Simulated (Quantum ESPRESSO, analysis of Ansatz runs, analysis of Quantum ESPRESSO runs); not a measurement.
**Reproducing a measured local vibrational mode: N-H pair in ZnO (Quantum ESPRESSO)**

Subject: N-H pair in ZnO. Wanted: its local vibrational mode, in one set-up (PBE, GBRV 1.5 PBE, 72-site cell, PBE lattice, k: the zone centre alone). The model is a cell of 72 host atoms with N put on another atom's site and H put in between. The frequencies come from force constants among the defect atom and its neighbours, with the masses of the isotopes named. A local or semilocal functional is the cheapest first rung.

**The experiment.** N-H stretch, 1H: 3150.6 cm⁻¹, by FTIR absorption (quoted in “Hydrogen-related defects in hydrothermally grown ZnO studied by Fourier Transform Infrared Spectroscopy”, 2010, Halvard Haug, quoting earlier work (2007)). N-D stretch, 2H: 2339.7 cm⁻¹, by FTIR absorption (quoted in “Hydrogen-related defects in hydrothermally grown ZnO studied by Fourier Transform Infrared Spectroscopy”, 2010, Halvard Haug, quoting earlier work (2007)). The runs below try to reproduce this.

Calculated with Quantum ESPRESSO 7.5; Quantum ESPRESSO plane-wave DFT, PBE, GBRV 1.5 PBE potentials; relaxation of all atoms of a defect supercell.

**1. The starting structure**

The cell holds 73 atoms: 36 Zn, 35 O, 1 N and 1 H. Cell: a = 9.842 Å, b = 9.842 Å, c = 10.593 Å, α = 90.0°, β = 90.0°, γ = 120.0°. It derives from ZnO (space group P6_3mc). Nearest the centre at fractional (0.502, 0.584, 0.424): N36 at 0.51 Å, H73 at 0.52 Å, Zn46 at 1.87 Å, Zn38 at 1.89 Å, Zn33 at 1.91 Å, Zn14 at 2.51 Å, O60 at 2.87 Å, O68 at 2.87 Å.

The host's primitive cell comes from a first run (Quantum ESPRESSO plane-wave DFT, PBE, GBRV 1.5 PBE potentials; relaxation of cell and atoms of a defect-free cell): vectors of 3.281, 3.281 and 5.297 Å. That is 12.34 Å³ an atom, 3.7 % over the diffraction cell's volume. The supercell is built on it.

**2. Relaxation, charge 0**

Every later number rests on the structure around the defect, so the atoms are relaxed at the host's lattice first.

pw.in reads:

```
&CONTROL
  calculation = 'relax'
  prefix = 'pwscf'
  outdir = './tmp'
  pseudo_dir = './pseudo'
  tprnfor = .true.
  disk_io = 'low'
  nstep = 70
  forc_conv_thr = 0.00039
  etot_conv_thr = 0.0001
/
&SYSTEM
  ibrav = 0
  nat = 73
  ntyp = 4
  ecutwfc = 45
  ecutrho = 360
  nbnd = 472
  occupations = 'smearing'
  smearing = 'fd'
  degauss = 0.00073499
  nosym = .true.
/
&ELECTRONS
  conv_thr = 7d-08
  electron_maxstep = 100
  mixing_beta = 0.5
/
&IONS
  ion_dynamics = 'bfgs'
/
ATOMIC_SPECIES
Zn    65.3800 zn_pbe_v1.uspp.F.UPF
O     15.9990 o_pbe_v1.2.uspp.F.UPF
N     14.0070 n_pbe_v1.2.uspp.F.UPF
H      1.0080 h_pbe_v1.4.uspp.F.UPF
CELL_PARAMETERS angstrom
   9.8424224608    0.0000000000    0.0000000000
  -4.9212112304    8.5237879669    0.0000000000
   0.0000000000    0.0000000000   10.5930620368
ATOMIC_POSITIONS crystal
Zn     0.1105664556    0.2239071930    0.2497330259
Zn     0.2237053701    0.1123924986    0.0013628539
O      0.2212398017    0.1117034513    0.1909043492
O      0.1107567858    0.2238246803    0.4403820872
Zn     0.1127988588    0.2223240285    0.7488727440
Zn     0.2201966452    0.1106681947    0.5007808013
O      0.2235221030    0.1134511430    0.6895849268
O      0.1094516452    0.2208924985    0.9382651691
Zn     0.1093776225    0.5541126168    0.2488342188
Zn     0.2212039690    0.4440857782   -0.0017067122
O      0.2228212782    0.4429874968    0.1886986608
O      0.1130753711    0.5556746873    0.4401672819
Zn     0.1101678211    0.5569350668    0.7498147171
Zn     0.2236860850    0.4436974097    0.4994510521
O      0.2228565582    0.4466974339    0.6897791401
O      0.1112439846    0.5576353726    0.9392848192
Zn     0.1095545861    0.8891947747    0.2489979174
Zn     0.2216839133    0.7764962883   -0.0015901927
O      0.2230598639    0.7800795067    0.1892936419
O      0.1128174345    0.8910907615    0.4391861143
Zn     0.1096259588    0.8896360106    0.7495187155
Zn     0.2221127465    0.7758727229    0.4992131108
O      0.2209803687    0.7760299536    0.6907288500
O      0.1112549431    0.8909665830    0.9397959277
Zn     0.4453553384    0.2241804349    0.2510266986
Zn     0.5548549854    0.1121554984    0.0012405703
O      0.5572069459    0.1128586723    0.1905486080
O      0.4455049327    0.2212429553    0.4404488742
Zn     0.4452169592    0.2218574925    0.7516290478
Zn     0.5536732755    0.1111675014    0.5006300861
O      0.5562502538    0.1133196253    0.6890048637
O      0.4433408772    0.2215620381    0.9378533680
Zn     0.4460290844    0.5549091384    0.2495989132
Zn     0.5576720413    0.4450955854    0.0007104600
O      0.5538795999    0.4443606029    0.1883962099
N      0.4455009766    0.5578917706    0.4393748607
Zn     0.4467365648    0.5563464657    0.7502209936
Zn     0.5562666347    0.4456816014    0.5015904671
O      0.5540943046    0.4447504683    0.6906364843
O      0.4454962809    0.5552226845    0.9410036376
Zn     0.4434168892    0.8894959520    0.2513288306
Zn     0.5534274613    0.7760240899   -0.0004824366
O      0.5574759480    0.7778891682    0.1902613728
O      0.4467122700    0.8901092834    0.4390387748
Zn     0.4449257361    0.8911172393    0.7500502156
Zn     0.5535049576    0.7759120252    0.4995065846
O      0.5548800790    0.7756749166    0.6902777317
O      0.4434472338    0.8866701873    0.9401218923
Zn     0.7790440989    0.2216106949    0.2488981373
Zn     0.8866834001    0.1106932396   -0.0001129037
O      0.8887705556    0.1108093641    0.1913885966
O      0.7788485733    0.2232197522    0.4411406461
Zn     0.7769902902    0.2232383179    0.7511915066
Zn     0.8865879847    0.1095933825    0.5001312193
O      0.8895198978    0.1120025368    0.6877785313
O      0.7767160955    0.2234876130    0.9392941029
Zn     0.7786374753    0.5567268749    0.2516045217
Zn     0.8897250624    0.4431573799   -0.0007872966
O      0.8882206835    0.4445162415    0.1912866085
O      0.7765105946    0.5539500049    0.4382090479
Zn     0.7760087462    0.5546138047    0.7512276925
Zn     0.8869927734    0.4435302154    0.4988768326
O      0.8868462454    0.4427162152    0.6901735504
O      0.7788031658    0.5542628511    0.9392519402
Zn     0.7797466844    0.8887684391    0.2499615340
Zn     0.8904448602    0.7773567499   -0.0008809639
O      0.8904869501    0.7773390698    0.1902836714
O      0.7792560080    0.8882356178    0.4388264921
Zn     0.7794696446    0.8883486990    0.7497591231
Zn     0.8877629174    0.7767326177    0.4983938110
O      0.8865479501    0.7764749889    0.6895536305
O      0.7794156297    0.8908701345    0.9403297917
H      0.5602791199    0.6121946952    0.4094906865
K_POINTS gamma
```

The run is started by

```bash
$ OMP_NUM_THREADS=1 mpirun -n 4 pw.x -in pw.in > pw.out
```

Log:

```text
This program is part of the open-source Quantum ESPRESSO suite
     for quantum simulation of materials; please cite
         "P. Giannozzi et al., J. Phys.:Condens. Matter 21 395502 (2009);
         "P. Giannozzi et al., J. Phys.:Condens. Matter 29 465901 (2017);
         "P. Giannozzi et al., J. Chem. Phys. 152 154105 (2020);
          URL
     in publications or presentations arising from this work. More details at

     gamma-point specific algorithms are used

     Subspace diagonalization in iterative solution of the eigenvalue problem:
     one sub-group per band group will be used
     scalapack distributed-memory algorithm (size of sub-group:  2*  2 procs)

     --------------------
     sticks:   dense  smooth     PW     G-vecs:    dense   smooth      PW
     Min        2148    1066    266               172976    61166    7634
     Max        2149    1068    268               172980    61180    7644
     Sum        8593    4267   1069               691909   244687   30559

     Using Slab Decomposition

     bravais-lattice index     =            0
     lattice parameter (alat)  =      18.5995  a.u.
     unit-cell volume          =    5997.2583 (a.u.)^3
     number of atoms/cell      =           73
     number of atomic types    =            4
     number of electrons       =       936.00
     number of Kohn-Sham states=          472
     kinetic-energy cutoff     =      45.0000  Ry
     charge density cutoff     =     360.0000  Ry
     scf convergence threshold =      7.0E-08
     mixing beta               =       0.5000
     number of iterations used =            8  plain     mixing
     energy convergence thresh.=      1.0E-04
     force convergence thresh. =      3.9E-04
     Exchange-correlation=  SLA  PW   PBX  PBC
                           (   1   4   3   4   0   0   0)
     nstep                     =           70

     celldm(1)=  18.599483  celldm(2)=   0.000000  celldm(3)=   0.000000
     celldm(4)=   0.000000  celldm(5)=   0.000000  celldm(6)=   0.000000

     crystal axes: (cart. coord. in units of alat)
               a(1) = (   1.000000   0.000000   0.000000 )
               a(2) = (  -0.500000   0.866025   0.000000 )
               a(3) = (   0.000000   0.000000   1.076266 )

     reciprocal axes: (cart. coord. in units 2 pi/alat)
               b(1) = (  1.000000  0.577350 -0.000000 )
               b(2) = (  0.000000  1.154701  0.000000 )
               b(3) = (  0.000000 -0.000000  0.929139 )

     PseudoPot. # 1 for Zn read from file:
     zn_pbe_v1.uspp.F.UPF
     Pseudo is Ultrasoft, Zval = 20.0
     Generated by new atomic code, or converted to UPF format
     Using radial grid of  943 points,  6 beta functions with:
                l(1) =   0
                l(2) =   0
                l(3) =   1
                l(4) =   1
                l(5) =   2
                l(6) =   2
     Q(r) pseudized with  8 coefficients,  rinner =    1.100   1.100   1.100
                                                       1.100   1.100

     PseudoPot. # 2 for O  read from file:
     o_pbe_v1.2.uspp.F.UPF
     Pseudo is Ultrasoft + core correction, Zval =  6.0
     Generated by new atomic code, or converted to UPF format
     Using radial grid of  737 points,  5 beta functions with:
                l(1) =   0
                l(2) =   0
                l(3) =   1
                l(4) =   1
                l(5) =   2
     Q(r) pseudized with  8 coefficients,  rinner =    0.900   0.900   0.900
                                                       0.900   0.900

     PseudoPot. # 3 for N  read from file:
     n_pbe_v1.2.uspp.F.UPF
     Pseudo is Ultrasoft + core correction, Zval =  5.0
     Generated by new atomic code, or converted to UPF format
     Using radial grid of  729 points,  4 beta functions with:
                l(1) =   0
                l(2) =   0
                l(3) =   1
                l(4) =   1
     Q(r) pseudized with  8 coefficients,  rinner =    0.900   0.900   0.900

     PseudoPot. # 4 for H  read from file:
     h_pbe_v1.4.uspp.F.UPF
     Pseudo is Ultrasoft, Zval =  1.0
     Generated by new atomic code, or converted to UPF format
     Using radial grid of  615 points,  2 beta functions with:
                l(1) =   0
                l(2) =   0
     Q(r) pseudized with  8 coefficients,  rinner =    0.700

     atomic species   valence    mass     pseudopotential
     Zn               20.00    65.38000     Zn( 1.00)
     O                 6.00    15.99900     O ( 1.00)
     N                 5.00    14.00700     N ( 1.00)
     H                 1.00     1.00800     H ( 1.00)

     No symmetry found

   Cartesian axes

     site n.     atom                  positions (alat units)
         1        Zn     tau(   1) = (  -0.0013871   0.1939093   0.2687791  )
         2        Zn     tau(   2) = (   0.1675091   0.0973348   0.0014668  )
         3        O      tau(   3) = (   0.1653881   0.0967380   0.2054638  )
         4        O      tau(   4) = (  -0.0011556   0.1938379   0.4739682  )
         5        Zn     tau(   5) = (   0.0016368   0.1925383   0.8059861  )
         6        Zn     tau(   6) = (   0.1648625   0.0958415   0.5389732  )
         7        O      tau(   7) = (   0.1667965   0.0982516   0.7421766  )
         8        O      tau(   8) = (  -0.0009946   0.1912985   1.0098227  )
         9        Zn     tau(   9) = (  -0.1676787   0.4798756   0.2678117  )
        10        Zn     tau(  10) = (  -0.0008389   0.3845896  -0.0018369  )
        11        O      tau(  11) = (   0.0013275   0.3836384   0.2030899  )
        12        O      tau(  12) = (  -0.1647620   0.4812284   0.4737370  )
        13        Zn     tau(  13) = (  -0.1682997   0.4823199   0.8069999  )
        14        Zn     tau(  14) = (   0.0018374   0.3842532   0.5375421  )
        15        O      tau(  15) = (  -0.0004922   0.3868513   0.7423857  )
        16        O      tau(  16) = (  -0.1675737   0.4829264   1.0109201  )
        17        Zn     tau(  17) = (  -0.3350428   0.7700653   0.2679879  )
        18        Zn     tau(  18) = (  -0.1665642   0.6724655  -0.0017115  )
        19        O      tau(  19) = (  -0.1669799   0.6755687   0.2037303  )
        20        O      tau(  20) = (  -0.3327279   0.7717072   0.4726810  )
        21        Zn     tau(  21) = (  -0.3351920   0.7704474   0.8066813  )
        22        Zn     tau(  22) = (  -0.1658236   0.6719255   0.5372860  )
        23        O      tau(  23) = (  -0.1670346   0.6720617   0.7434078  )
        24        O      tau(  24) = (  -0.3342283   0.7715997   1.0114702  )
[...]
atom    5 type  1   force =    -0.00003292    0.00018591    0.00005725
     atom    6 type  1   force =     0.00003112    0.00014816   -0.00000983
     atom    7 type  2   force =     0.00016164    0.00005739   -0.00004873
     atom    8 type  2   force =    -0.00006161    0.00009021    0.00011601
     atom    9 type  1   force =     0.00008915   -0.00007943    0.00007927
     atom   10 type  1   force =     0.00037278    0.00017268   -0.00005528
     atom   11 type  2   force =     0.00014609    0.00007560    0.00002060
     atom   12 type  2   force =    -0.00006740    0.00008033    0.00002195
     atom   13 type  1   force =     0.00011732   -0.00020698    0.00003015
     atom   14 type  1   force =    -0.00019791   -0.00012756    0.00022531
     atom   15 type  2   force =     0.00009313    0.00006908    0.00004016
     atom   16 type  2   force =    -0.00000468   -0.00010641    0.00013848
[...]
Total force =     0.001754     Total SCF correction =     0.000058
     Energy error            =      6.1E-06 Ry
     Gradient error          =      4.0E-04 Ry/Bohr

     number of scf cycles    =  25
     number of bfgs steps    =  24

     energy             old  =  -17769.7263008982 Ry
     energy             new  =  -17769.7263069586 Ry

     CASE: energy            _new < energy            _old

     new trust radius        =       0.0024087735 bohr
     new conv_thr            =       0.0000000007 Ry

ATOMIC_POSITIONS (crystal)
Zn               0.1087532798        0.2200601886        0.2499137631
Zn               0.2207343241        0.1104013985        0.0005529738
O                0.2203627294        0.1097481126        0.1897242892
O                0.1162585862        0.2269601536        0.4391176788
Zn               0.1137780314        0.2247336119        0.7476474545
Zn               0.2200019733        0.1081870306        0.4999266387
O                0.2221169180        0.1100774205        0.6891559372
O                0.1106280517        0.2213959776        0.9369424546
Zn               0.1087448918        0.5555744791        0.2499769680
Zn               0.2201150449        0.4435119121       -0.0038187949
O                0.2135037177        0.4401981289        0.1846457934
O                0.1163857767        0.5560175041        0.4391687299
Zn               0.1138289687        0.5559581947        0.7476268105
Zn               0.2365885151        0.4515385289        0.4956010249
O                0.2274964476        0.4471719077        0.6853134134
O                0.1106286541        0.5561256776        0.9369147802
[...]
NEW-OLD atomic charge density approx. for the potential

     Check: negative core charge=   -0.000002

     Self-consistent Calculation

     iteration #  1     ecut=    45.00 Ry     beta= 0.50
     Davidson diagonalization with overlap
     ethr =  1.00E-06,  avg # of iterations =  3.0

     Threshold (ethr) on eigenvalues was too large:
     Diagonalizing with lowered threshold

     Davidson diagonalization with overlap
     ethr =  2.46E-10,  avg # of iterations =  5.0

     total energy              =  -17769.72631200 Ry
     estimated scf accuracy    <       0.00000411 Ry

     iteration #  2     ecut=    45.00 Ry     beta= 0.50
     Davidson diagonalization with overlap
     ethr =  4.39E-10,  avg # of iterations =  3.0

     total energy              =  -17769.72631251 Ry
     estimated scf accuracy    <       0.00000059 Ry

     iteration #  3     ecut=    45.00 Ry     beta= 0.50
     Davidson diagonalization with overlap
     ethr =  6.27E-11,  avg # of iterations =  3.0

     total energy              =  -17769.72631262 Ry
     estimated scf accuracy    <       0.00000017 Ry

     iteration #  4     ecut=    45.00 Ry     beta= 0.50
     Davidson diagonalization with overlap
     ethr =  1.81E-11,  avg # of iterations =  3.0

     total energy              =  -17769.72631265 Ry
     estimated scf accuracy    <       0.00000002 Ry

     iteration #  5     ecut=    45.00 Ry     beta= 0.50
     Davidson diagonalization with overlap
     ethr =  2.03E-12,  avg # of iterations =  3.0

     total energy              =  -17769.72631265 Ry
     estimated scf accuracy    <          3.8E-09 Ry

     iteration #  6     ecut=    45.00 Ry     beta= 0.50
     Davidson diagonalization with overlap
     ethr =  4.03E-13,  avg # of iterations =  3.0

     End of self-consistent calculation

          k = 0.0000 0.0000 0.0000 ( 15280 PWs)   bands (ev):

  -115.3805-115.1986-115.1887-115.1627-115.1401-115.1400-115.1385-115.1382
  -115.1377-115.1353-115.1353-115.1349-115.1348-115.1345-115.1324-115.1318
  -115.1299-115.1268-115.1256-115.1252-115.1250-115.1237-115.1200-115.1194
  -115.1193-115.1155-115.1136-115.1132-115.1128-115.1118-115.1081-115.1037
  -115.1027-115.1011-115.0804-115.0798 -69.5818 -69.5731 -69.5687 -69.4103
[...]
6.4295   6.4415   6.4494   6.5155   6.5184   6.5239   6.5284   6.5332
     6.5818   6.6234   6.6910   6.8016   6.9212   6.9361   6.9393   6.9459
     6.9524   6.9553   6.9585   6.9643   6.9683   6.9703   7.0160   7.0562
     7.1040   7.1050   7.1085   7.1235   7.1367   7.1401   7.1477   7.1486
     7.1537   7.1540   7.1562   7.1616   7.1657   7.2841   7.3393   7.4654
     7.5051   7.5118   7.5170   7.5283   7.5322   7.5736   7.6496   7.7201
     7.7323   7.7325   7.7439   7.7888   7.8339   7.9257   7.9316   7.9433
     8.0919   8.2654   8.3193   8.3976   9.0713  11.6803  11.6965  12.4126

     the Fermi energy is     8.7628 ev

!    total energy              =  -17769.72631265 Ry
     estimated scf accuracy    <          5.6E-10 Ry
     smearing contrib. (-TS)   =      -0.00000000 Ry
     internal energy E=F+TS    =  -17769.72631265 Ry

     The total energy is F=E-TS. E is the sum of the following terms:
     one-electron contribution =  -14687.24119813 Ry
     hartree contribution      =    7720.22939048 Ry
     xc contribution           =   -1784.34350324 Ry
     ewald contribution        =   -9018.37100176 Ry

     convergence has been achieved in   6 iterations

     Forces acting on atoms (cartesian axes, Ry/au):

[...]
atom   66 type  1   force =    -0.00029995   -0.00017469   -0.00005063
     atom   67 type  2   force =     0.00011734   -0.00006435   -0.00006160
     atom   68 type  2   force =     0.00003105   -0.00003788    0.00012870
     atom   69 type  1   force =     0.00001078   -0.00003713    0.00004133
     atom   70 type  1   force =     0.00008726    0.00000639   -0.00008038
     atom   71 type  2   force =     0.00011032    0.00002876   -0.00022293
     atom   72 type  2   force =    -0.00021582    0.00014132    0.00010070
     atom   73 type  4   force =    -0.00008125    0.00004540   -0.00019890

     Total force =     0.001581     Total SCF correction =     0.000088
     Energy error            =      5.7E-06 Ry
     Gradient error          =      3.0E-04 Ry/Bohr

     bfgs converged in  26 scf cycles and  25 bfgs steps
     (criteria: energy <  1.0E-04 Ry, force <  3.9E-04 Ry/Bohr)

     End of BFGS Geometry Optimization

     Final energy             =  -17769.7263126505 Ry

     File ./tmp/pwscf.bfgs deleted, as requested
Begin final coordinates

ATOMIC_POSITIONS (crystal)
[...]
Zn               0.8875127086        0.7772108664        0.0022080195
O                0.8850279765        0.7759611302        0.1914507387
O                0.7755487176        0.8904743153        0.4413371785
Zn               0.7805352784        0.8917688092        0.7510952078
Zn               0.8842648360        0.7755502010        0.5007312046
O                0.8878042754        0.7773318461        0.6898415457
O                0.7784188665        0.8894453438        0.9399255986
H                0.5814673924        0.6233158482        0.4030944788
End final coordinates

=------------------------------------------------------------------------------=
   JOB DONE.
=------------------------------------------------------------------------------=
```

Run time: 39 min. Hardware: 4 MPI ranks of Arm Neoverse V1, shared host; peak memory 2.3 GiB; 2.6 h of CPU time.

(Part 1 of 2 ends here.)

[Logs are printed without paths, hosts, clocks, repeated set-up lines and the standing remarks that a program may print on its own settings, such as how far it seeks lower states.]

[Hosts, paths, dates, database ids (printed as entryN), source tags and the programs' standing remarks are cut or masked in the printed files.]

[For some hosts the program warned that the k-mesh of the response run may be too coarse for force constants and the static dielectric constant; such warnings are not shown here.]
